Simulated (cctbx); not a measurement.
# Which space group?

Cell: a = 8.6940 Å, b = 8.6940 Å, c = 9.0140 Å, α = 90.00°, β = 90.00°, γ = 90.00°. Expected content of the cell: Y10 Se16 Cu2.

Simulated single-crystal data (cctbx): Mo Kα, λ = 0.71073 Å, to d = 0.6 Å, 95 % of the full sphere, strongest reflection 70000 counts, noise from counting, a 3 % proportional error and a noise floor of 8 counts (s.d.); no absorption, some extinction.

A first pass over the reflections prints:

```text
12579 reflections to d = 0.601 A
centring   violations  <I/sigma> of those
    A       3099 of  6293     12.3
    B       3104 of  6306     12.3
    C       3075 of  6293     12.0
    I          0 of  6306     -0.0
    R       4109 of  8353     12.3
    F       4639 of  9446     12.2
Laue class    unique    Rint  (classes that these axes allow; Friedel mates merged)
I 1 2/m 1        1741   0.300
I 1 1 2/m        1740   0.047
I 2/m 1 1        1742   0.300
I m m m           959   0.300
I 4/m             874   0.049
I 4/m m m         514   0.301
space group    extra absences  I>4sigma  <I/sigma>
I 4                     0          0         -  acentric
I -4                    0          0         -  acentric
I 4/m                   0          0         -  centric
Wilson B = 0.71 A^2   <|E^2-1|> = 0.748 (0.968 centric, 0.736 acentric)   E^2>4: 1.6 %
shell (A)         n   <I/sigma>
 6.26 - 1.20    117     48.9
 1.20 - 0.95    105     43.2
 0.95 - 0.83    110     43.9
 0.83 - 0.76    107     41.4
 0.76 - 0.70    107     40.6
 0.70 - 0.66    108     38.4
 0.66 - 0.63     99     36.6
 0.63 - 0.60    121     32.8
```

**Question.** What are the lattice type, the Laue class and the likely space group?

The reflections that I centring forbids are absent (⟨I/σ⟩ near 0), so the lattice is I.

Rint stays low (0.047 to 0.049) up to I 4/m and is 0.300 or more in the other classes.

3 settings pass the absence test. No glide or screw absences show, which leaves I 4, I -4 and I 4/m.

⟨|E²−1|⟩ = 0.748 leans to a non-centrosymmetric structure. The Wilson B of 0.71 Å² means U ≈ 0.0090 Å².

The true group is I-4 (no. 82), Laue class 4/m, non-centrosymmetric. The tables only narrow the choice to the tied entries; cell content, site symmetry and trial solutions must settle it.

The model is made up (kin elements in a known structure type, no relaxation), so it says nothing on whether the phase exists.

[Logs are printed without paths, hosts, clocks, repeated set-up lines and the standing remarks that a program may print on its own settings, such as how far it seeks lower states.]
